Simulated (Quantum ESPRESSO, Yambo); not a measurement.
Planning a run of Yambo 5.3.0 on InF3 (R-3c). The input:

```
HF_and_locXC
gw0
dyson
ppa
em1d
rim_cut
RandQpts= 1000000
RandGvec= 1 RL
EXXRLvcs= 80 Ry
VXCRLvcs= 320 Ry
Chimod= "HARTREE"
% BndsRnXp
 1 | 145 |
%
NGsBlkXp= 6.5 Ry
% LongDrXp
 1 | 1 | 1 |
%
% GbndRnge
 1 | 145 |
%
DysSolver= "n"
ExtendOut
PPAPntXp= 27.21138 eV
% QPkrange
 7 | 7 | 41 | 44 |
 1 | 1 | 41 | 44 |
%
```

```sh
OMP_NUM_THREADS=2 mpirun -n 4 yambo -F gw4.in -J gw4 -C gw4 > gw4.log
```

The stored states that it reads are on a 4×4×4 mesh. It takes space group R-3c (No. 167, trigonal). Conventional cell: a = 5.204 Å, b = 5.204 Å, c = 14.723 Å, α = 90.00°, β = 90.00°, γ = 120.00°. Nearest to In lie 6 F at 2.08 Å. Nearest to F lie 2 In at 2.08 Å. Farther neighbours and most contacts between anions are not listed.

Question: Estimate wall time and host memory on 4 MPI ranks of Arm Neoverse V2, shared host.

It took 6.4 min; on shared hardware allow 3.2 min to 13 min. Peak host memory was 6.3 GiB.

The screening grows as filled bands × empty bands × pairs of k points, times the square of the screening basis for the matrix.

[Paths, hosts, dates, memory and timing lines, banners, echoed tables and standing remarks are left out of the program output.]

[Logs are printed without paths, hosts, clocks, repeated set-up lines and the standing remarks that a program may print on its own settings, such as how far it seeks lower states.]

[Runs of the session that timed out or met a known fault of the program may be left out.]

[Hosts, paths, dates, database ids (printed as entryN), source tags and the programs' standing remarks are cut or masked in the printed files.]
